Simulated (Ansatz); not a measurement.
## Sn2Ge (model cell, started as cuprite): relaxing the cell for a phonon run

Aim: bring Sn2Ge (model cell, started as cuprite) to small forces and stress, as phonons need.

Main program and level: Ansatz 0.2.0; DFT LDA, scalar-relativistic, plane waves, PAW.

The structure was built from a prototype and need not be the compound's stable phase.

**1. Starting point**

It takes space group Pn-3m (No. 224, cubic). Conventional cell: a = 6.300 Å, b = 6.300 Å, c = 6.300 Å, α = 90.00°, β = 90.00°, γ = 90.00°. Nearest to Ge lie 4 Sn at 2.73 Å. Nearest to Sn lie 2 Ge at 2.73 Å. Farther neighbours are not listed.

**2. A coarse first look**

A quick single point on a coarse mesh tells whether the cell has a gap and how far it is from rest, which sets the k mesh and smearing that follow.

Contents of input.yaml:

```yaml
crystal:
  lattice:
    - [6.30005, 0.0, 0.0]
    - [0.0, 6.30005, 0.0]
    - [0.0, 0.0, 6.30005]
  atoms:
    - { symbol: Ge, position: [0.0, 0.0, 0.0] }
    - { symbol: Ge, position: [0.5, 0.5, 0.5] }
    - { symbol: Sn, position: [0.25, 0.25, 0.25] }
    - { symbol: Sn, position: [0.75, 0.75, 0.25] }
    - { symbol: Sn, position: [0.75, 0.25, 0.75] }
    - { symbol: Sn, position: [0.25, 0.75, 0.75] }
kpoints:
  mp_grid: { grid: [4, 4, 4] }
hamiltonian:
  xc: lda
scf:
  occupations: { method: gaussian, width: 0.1 }
output:
  forces: true
  stress: true
  eigenvalues: true
```

Command:

```console
ansatz run input.yaml --threads 8 --pin off --max-ram 14336MiB --backend cpu --events-out ev --progress --plain --runs-dir out
```

Numbers of over 12 decimals in the logs are rounded to 6 here.

Output:

```text
Engine: ansatz 0.2.0, aarch64-unknown-linux-gnu
Pseudopotentials: kind: paw
Pseudopotential: Ge, paw, valence charge 14, recommended cutoff 420 eV (normal), Ge.paw.azcp
Pseudopotential: Sn, paw, valence charge 14, recommended cutoff 420 eV (normal), Sn.paw.azcp
Functional definition: SPW92
  exchange = slater_x
  correlation = pw_c
Crystal: 6 atoms, lattice volume = 250.053 Å³
Basis set: ecut = 420 eV, 4945 PW (Γ)
[...]
k-point 0: bands = [... 38 lower, 1.9067, 2.8811, 2.8811, 5.2614, 5.2614, 5.2614, 5.6591, 5.6591, ... 5 higher]
  k-point 1: bands = [... 38 lower, 2.8701, 3.1012, 3.2510, 4.6569, 4.7540, 4.7540, 5.4967, 5.6595, ... 5 higher]
  k-point 2: bands = [... 38 lower, 3.7363, 3.7363, 3.9053, 3.9053, 4.6640, 4.6640, 4.8160, 4.8160, ... 5 higher]
  k-point 9: bands = [... 38 lower, 1.3432, 4.2649, 4.2649, 4.2649, 6.0539, 6.0539, 6.0788, 6.0788, ... 5 higher]
[key lines of the parts left out:]
SCF converged after 6 iterations
Free energy (F): -31944.031897 eV
Fermi energy:    4.380696 eV
P = ⅓ Tr σ = -3.8228 GPa (-38.228 kbar)
```

Elapsed: 1.2 s, on 8 threads of Arm Neoverse V2, shared host; peak memory 0.88 GiB.

This step gave:

```
pressure          : -3.823 GPa
volume per atom   : 41.68 Å³
gap on the k-mesh : 0 eV
```

The coarse mesh shows no gap and a pressure of -3.8 GPa.

**3. Bringing the structure to rest**

Harmonic phonons are second derivatives at a point where the forces vanish, and they are wanted at zero stress, so atoms and cell are relaxed first.

Edit input.yaml of step 2 so:

```diff
@@ -13,3 +13,3 @@
 kpoints:
-  mp_grid: { grid: [4, 4, 4] }
+  mp_grid: { grid: [6, 6, 6] }
 hamiltonian:
@@ -22 +22,10 @@
   eigenvalues: true
+  write_density: true
+  write_potential: true
+  elf: true
+  volumetric_format: npy
+relax:
+  adjacent_minimum: "off"
+  f_tol: 0.005
+  max_steps: 80
+  cell: { stress_tol: 0.05 }
```

Output:

```text
[...]
Crystal: 6 atoms, lattice volume = 250.053 Å³
Basis set: ecut = 420 eV, 4945 PW (Γ)
Bands: 51, of which v1, the nominal top of the filled ones, is band 42 counted from 1 (41 counted from 0)
Symmetry: 48 space group operations
[...]
k-points: 20 of 216
[...]
SCF iter   1: F=—  HF=-31944.100532 eV  |F-HF|=—  |Δ(HF+E_count)|=         —  Δρ=4.70e-3  dr2=2.99e-2  ethr=1.77e-3  ⟨swp⟩=8.4  Hψ=4012  notcnv=0
[...]
SCF iter   6: F=-31944.085295 eV  HF=-31944.085295 eV  |F-HF|=7.36e-8  |Δ(HF+E_count)|=   4.91e-7  Δρ=4.46e-6  dr2=4.98e-8  ethr=1.19e-10  ⟨swp⟩=13.8  Hψ=7854  notcnv=0
SCF 1 converged in 6 iterations: F = -31944.085295 eV  dr2 = 4.98e-8
[...]
relax step   1: F+E_penalty+E_count = -31944.08529470 eV  Δ(F+E_penalty+E_count) = +0.000e0 eV  max|allowed force component| = 0.000e0 eV/Å  Δτ_max = 0.0000 Å  P = -4.111 GPa  Ω = 250.053 Å³  (6 SCF iters, dr2 threshold 1.00e-7 eV, accepted)
Crystal: 6 atoms, lattice volume = 214.933 Å³
Basis set: ecut = 420 eV, 4169 PW (Γ)
[...]
iter 1 solved again at ethr=3.52e-5 eV; its pass at ethr=3.10e-3 eV (dr2=2.96e-2 eV) is discarded
[...]
SCF iter   7: F=-31944.746882 eV  HF=-31944.746882 eV  |F-HF|=7.70e-9  |Δ(HF+E_count)|=   1.42e-6  Δρ=7.87e-6  dr2=2.27e-7  ethr=7.14e-10  ⟨swp⟩=12.4  Hψ=9126  notcnv=0
SCF 2 converged in 7 iterations: F = -31944.746882 eV  dr2 = 2.27e-7
relax step   2: F+E_penalty+E_count = -31944.74688247 eV  Δ(F+E_penalty+E_count) = -6.616e-1 eV  max|allowed force component| = 3.701e-17 eV/Å  Δτ_max = 0.0000 Å  P = -1.577 GPa  Ω = 214.933 Å³  energy of the carried Pulay correction = +3.384e-3 eV  (7 SCF iters, dr2 threshold 6.00e-7 eV, accepted)
Crystal: 6 atoms, lattice volume = 197.699 Å³
Basis set: ecut = 420 eV, 3887 PW (Γ)
[...]
SCF iter   7: F=-31944.797281 eV  HF=-31944.797281 eV  |F-HF|=1.26e-8  |Δ(HF+E_count)|=   1.19e-8  Δρ=4.61e-6  dr2=7.36e-8  ethr=7.14e-10  ⟨swp⟩=12.1  Hψ=7447  notcnv=0
SCF 3 converged in 7 iterations: F = -31944.797281 eV  dr2 = 7.36e-8
relax step   3: F+E_penalty+E_count = -31944.79728111 eV  Δ(F+E_penalty+E_count) = -5.040e-2 eV  max|allowed force component| = 1.214e-17 eV/Å  Δτ_max = 0.0000 Å  P = +0.923 GPa  Ω = 197.699 Å³  energy of the carried Pulay correction = +5.239e-3 eV  (7 SCF iters, dr2 threshold 6.00e-7 eV, accepted)
[...]
relax step   4: F+E_penalty+E_count = -31944.81126434 eV  Δ(F+E_penalty+E_count) = -1.398e-2 eV  max|allowed force component| = 1.272e-17 eV/Å  Δτ_max = 0.0000 Å  P = -0.071 GPa  Ω = 203.391 Å³  energy of the carried Pulay correction = +4.611e-3 eV  (6 SCF iters, dr2 threshold 6.00e-7 eV, accepted)
[...]
relax step   5: F+E_penalty+E_count = -31944.81141017 eV  Δ(F+E_penalty+E_count) = -1.458e-4 eV  max|allowed force component| = 1.156e-17 eV/Å  Δτ_max = 0.0000 Å  P = -0.001 GPa  Ω = 202.956 Å³  energy of the carried Pulay correction = +4.658e-3 eV  (5 SCF iters, dr2 threshold 1.26e-8 eV, accepted)
[...]
SCF iter   7: F=-31944.806625 eV  HF=-31944.806625 eV  |F-HF|=0.00e0  |Δ(HF+E_count)|=  7.28e-11  Δρ=5.49e-8  dr2=7.37e-12  ethr=1.00e-12  ⟨swp⟩=9.0  Hψ=5021  notcnv=0
SCF 6 converged in 7 iterations: F = -31944.806625 eV  dr2 = 7.37e-12
relax step   6: F+E_penalty+E_count = -31944.80662515 eV  Δ(F+E_penalty+E_count) = +4.785e-3 eV  max|allowed force component| = 1.156e-17 eV/Å  Δτ_max = 0.0000 Å  P = -0.003 GPa  Ω = 202.956 Å³  stress off target by 3.24e-3 GPa  SCF on the basis re-selected at this cell (its energy is not comparable with the rows above)  (7 SCF iters)
basis re-selected at this cell: Δ(F+E_penalty+E_count) = +4.785e-3 eV, ΔP = -0.002 GPa vs the last step (what re-selecting the basis moved, of the pressure what is left beyond the Pulay correction that the steps carried, after the strain that the cell walked since its last selection, with what the two solves' SCF thresholds leave and, on support functions, any second-order correction that the steps lacked; it is no measure of the basis error at this ecutwfc). The dense FFT grid was sized anew with the basis: this SCF ran on 40×40×40 points, the steps before it on 45×45×45, so part of this shift can come from that change (see relax.cell in the input reference). [rest of the remark cut]
SCF converged after 7 iterations
Free energy (F): -31944.806625 eV
[...]
Internal energy: -31944.792564 eV  (E = F + TS)
E sigma→0 (E₀):  -31944.799594 eV
Entropy (-TS):   -0.014061 eV (-2.344 meV/atom)
Fermi energy:    6.347270 eV
[...]
--- Stress (GPa, compression-positive) ---
       -0.003238       0.000000       0.000000
        0.000000      -0.003238       0.000000
        0.000000       0.000000      -0.003238
  P = ⅓ Tr σ = -0.0032 GPa (-0.032 kbar)
--- Band table (eV; the first three rows and the last of 20) ---
  k-point 0: bands = [... 38 lower, 3.3819, 4.3243, 4.3243, 7.3691, 7.3691, 7.3691, 7.9311, 7.9311, ... 5 higher]
  k-point 1: bands = [... 38 lower, 4.4444, 4.4587, 4.5971, 6.9364, 6.9381, 6.9381, 7.9382, 8.1686, ... 5 higher]
  k-point 2: bands = [... 38 lower, 4.8002, 5.3134, 5.6409, 6.1296, 6.7030, 6.7030, 7.5206, 7.6514, ... 5 higher]
  k-point 19: bands = [... 38 lower, 4.6429, 6.2130, 6.2130, 6.2130, 8.4142, 8.4142, 8.4808, 8.4808, ... 5 higher]
--- Relaxed structure (5 steps of the walk, 5 accepted, 1 SCFs on fresh bases) ---
  F+E_penalty+E_count = -31944.80662515 eV   max|allowed force component| = 1.156e-17 eV/Å   (the final SCF, on the basis selected at the relaxed cell)
  cell:  # Å, volume = 202.9562 Å³
    - [5.876708, 0, 0]
    - [0, 5.876708, 0.0]
    - [0, 0.0, 5.876708]
  atoms:
    - { symbol: Ge, position: [0, 0, 0] }
    - { symbol: Ge, position: [0.5, 0.5, 0.5] }
    - { symbol: Sn, position: [0.25, 0.25, 0.25] }
    - { symbol: Sn, position: [0.750000, 0.750000, 0.25] }
    - { symbol: Sn, position: [0.750000, 0.25, 0.750000] }
    - { symbol: Sn, position: [0.25, 0.750000, 0.750000] }
```

Run time: 15 s. Hardware: 8 threads; peak memory 0.97 GiB; 1.9 min of CPU time.

Step by step:

| step | energy less that of the first step (eV) | largest force component (eV/Å) | pressure (GPa) | volume (Å³) |
| --- | --- | --- | --- | --- |
| 1 | 0.0000 | 0.0000 | -4.11 | 250.05 |
| 2 | -0.6616 | 0.0000 | -1.58 | 214.93 |
| 3 | -0.7120 | 0.0000 | 0.92 | 197.70 |
| 4 | -0.7260 | 0.0000 | -0.07 | 203.39 |
| 5 | -0.7261 | 0.0000 | 0.00 | 202.96 |
| 6* | -0.7213 | 0.0000 | 0.00 | 202.96 |

Relaxation steps marked * repeat the geometry before them on a plane-wave basis chosen anew for their cell, so energy and pressure can jump there.

Forces are held to the 48 operations that the run works with; a distortion that breaks them can't arise in this run.

| conventional cell, symmetrised | before | after | change |
| --- | --- | --- | --- |
| a (Å) | 6.300 | 5.877 | -6.7 % |
| b (Å) | 6.300 | 5.877 | -6.7 % |
| c (Å) | 6.300 | 5.877 | -6.7 % |
| volume (Å³/atom) | 41.68 | 33.83 | -18.8 % |

Final coordinates:

```xyz
6
Lattice="5.8767 0.0000 0.0000 0.0000 5.8767 0.0000 0.0000 0.0000 5.8767" Properties=species:S:1:pos:R:3 pbc="T T T"
Ge    0.0000    0.0000    0.0000
Ge    2.9384    2.9384    2.9384
Sn    1.4692    1.4692    1.4692
Sn    4.4075    4.4075    1.4692
Sn    4.4075    1.4692    4.4075
Sn    1.4692    4.4075    4.4075
```

Numbers from this step:

| Property | Result |
| --- | --- |
| pressure | -0.003238 GPa |
| volume per atom | 33.83 Å³ |

ELF in the ac plane at fractional y = 0.250, with atoms of Sn within 0.2 Å of it. It is the smooth field of the valence electrons, not physical close to the nuclei.

Values, 16 rows by 16 columns, each cell a mean:
```
0.34 0.30 0.27 0.26 0.26 0.24 0.20 0.19 0.27 0.38 0.39 0.37 0.37 0.39 0.43 0.40
0.34 0.23 0.16 0.12 0.11 0.10 0.12 0.20 0.36 0.39 0.35 0.32 0.30 0.34 0.38 0.43
0.34 0.20 0.10 0.06 0.05 0.06 0.10 0.24 0.39 0.35 0.29 0.13 0.08 0.19 0.34 0.39
0.35 0.18 0.08 0.04 0.04 0.05 0.11 0.26 0.39 0.35 0.21 0.02 0.00 0.08 0.30 0.37
0.35 0.17 0.07 0.04 0.04 0.06 0.12 0.26 0.39 0.35 0.24 0.05 0.02 0.13 0.32 0.37
0.32 0.15 0.08 0.07 0.08 0.10 0.16 0.27 0.40 0.39 0.33 0.24 0.21 0.29 0.35 0.39
0.25 0.16 0.15 0.17 0.18 0.20 0.23 0.30 0.38 0.43 0.39 0.35 0.35 0.35 0.39 0.38
0.21 0.25 0.32 0.35 0.35 0.34 0.34 0.34 0.36 0.38 0.40 0.39 0.39 0.39 0.36 0.27
0.27 0.38 0.39 0.37 0.37 0.39 0.43 0.40 0.34 0.30 0.27 0.26 0.26 0.24 0.20 0.19
0.36 0.39 0.35 0.32 0.30 0.34 0.38 0.43 0.34 0.23 0.16 0.12 0.11 0.10 0.12 0.20
0.39 0.35 0.29 0.13 0.08 0.19 0.34 0.39 0.34 0.20 0.10 0.06 0.05 0.06 0.10 0.24
0.39 0.35 0.21 0.02 0.00 0.08 0.30 0.37 0.35 0.18 0.08 0.04 0.04 0.05 0.11 0.26
0.39 0.35 0.24 0.05 0.02 0.13 0.32 0.37 0.35 0.17 0.07 0.04 0.04 0.06 0.12 0.26
0.40 0.39 0.33 0.24 0.21 0.29 0.35 0.39 0.32 0.15 0.08 0.07 0.08 0.10 0.16 0.27
0.38 0.43 0.39 0.35 0.35 0.35 0.39 0.38 0.25 0.16 0.15 0.17 0.18 0.20 0.23 0.30
0.36 0.38 0.40 0.39 0.39 0.39 0.36 0.27 0.21 0.25 0.32 0.35 0.35 0.34 0.34 0.34
```
Columns run along a (5.9 Å), rows up along c (5.9 Å). Atoms in or near the plane, at fractional coordinates: Sn at (0.25, 0.25), Sn at (0.75, 0.75).

Electrostatic potential energy in the ac plane at fractional y = 0.250, with atoms of Sn within 0.2 Å of it. With pseudopotentials it is smooth inside the atoms' cores, unlike the true potential.

Ten even steps from '0' (-11 eV) to '9' (25 eV), each cell a mean:
```
5555555555433345
5555555554100024
5555665542046203
5556665541299603
5556655541179403
5555555543012014
5555555554311245
5555555555444455
5543334555555555
5410002455555555
4204620355556655
4129960355566655
4117940355566555
4301201455555555
5431124555555555
5544445555555555
```
Columns run along a (5.9 Å; values clipped at the 3rd and 97th percentile), rows up along c (5.9 Å). Atoms in or near the plane, at fractional coordinates: Sn at (0.25, 0.25), Sn at (0.75, 0.75).

Valence density in the ac plane at fractional y = 0.250, with atoms of Sn within 0.2 Å of it. It is the smooth field of the valence electrons, not physical close to the nuclei.

Ten steps, logarithmic in the rise over the least value, from '_' (0 e/Å³) to '@' (13 e/Å³), each cell a mean:
```
....______________....::::::....
..________________..--==++==::..
..______________..::++##%%**==::
..______________..--**@@@@%%++::
________________..--**%%@@##==::
________________..::==****++--..
______________......::----::....
________....................____
__....::::::........____________
__..--==++==::....______________
..::++##%%**==::..______________
..--**@@@@%%++::..______________
..--**%%@@##==::________________
..::==****++--..________________
....::----::....______________..
............____________........
```
Columns run along a (5.9 Å), rows up along c (5.9 Å). Atoms in or near the plane, at fractional coordinates: Sn at (0.25, 0.25), Sn at (0.75, 0.75).

In this step the volume went from 41.68 to 33.83 Å³/atom.

**4. Relaxation**

The relaxation is repeated from its end on the same settings, as a check that it has come to rest.

input.yaml, the sections that differ from step 3:

```yaml
crystal:
  lattice:
    - [5.876708418, 0.0, 0.0]
    - [0.0, 5.876708418, 0.0]
    - [0.0, 0.0, 5.876708418]
  atoms:
    - { symbol: Ge, position: [0.0, 0.0, 0.0] }
    - { symbol: Ge, position: [0.5, 0.5, 0.5] }
    - { symbol: Sn, position: [0.25, 0.25, 0.25] }
    - { symbol: Sn, position: [0.75, 0.75, 0.25] }
    - { symbol: Sn, position: [0.75, 0.25, 0.75] }
    - { symbol: Sn, position: [0.25, 0.75, 0.75] }
output:
  forces: true
  stress: true
  eigenvalues: true
# kpoints, hamiltonian, scf, relax: as in step 3
```

Output:

```text
[...]
Crystal: 6 atoms, lattice volume = 202.956 Å³
Basis set: ecut = 420 eV, 3911 PW (Γ)
Bands: 51, of which v1, the nominal top of the filled ones, is band 42 counted from 1 (41 counted from 0)
Symmetry: 48 space group operations
[...]
k-points: 20 of 216
[...]
cell:  # Å, volume = 202.9562 Å³
    - [5.876708418, 0.0, 0.0]
    - [0.0, 5.876708418, 0.0]
    - [0.0, 0.0, 5.876708418]
  atoms:
    - { symbol: Ge, position: [0.0, 0.0, 0.0] }
    - { symbol: Ge, position: [0.5, 0.5, 0.5] }
    - { symbol: Sn, position: [0.25, 0.25, 0.25] }
    - { symbol: Sn, position: [0.75, 0.75, 0.25] }
    - { symbol: Sn, position: [0.75, 0.25, 0.75] }
    - { symbol: Sn, position: [0.25, 0.75, 0.75] }
[key lines of the parts left out:]
SCF converged after 6 iterations
Free energy (F): -31944.806625 eV
Fermi energy:    6.347270 eV
P = ⅓ Tr σ = -0.0032 GPa (-0.032 kbar)
```

Run time: 4.3 s. Hardware: 8 threads; peak memory 0.81 GiB.

Little changed from the start: no atom moved by 0.005 Å and no cell edge by 0.1 %.

This step gave:

```yaml
pressure: -0.003239 GPa
```

In this step the volume went from 33.83 to 33.83 Å³/atom.

(Part 1 of 2 ends here.)

[Logs are printed without paths, hosts, clocks, repeated set-up lines and the standing remarks that a program may print on its own settings, such as how far it seeks lower states.]

[Hosts, paths, dates, database ids (printed as entryN), source tags and the programs' standing remarks are cut or masked in the printed files.]
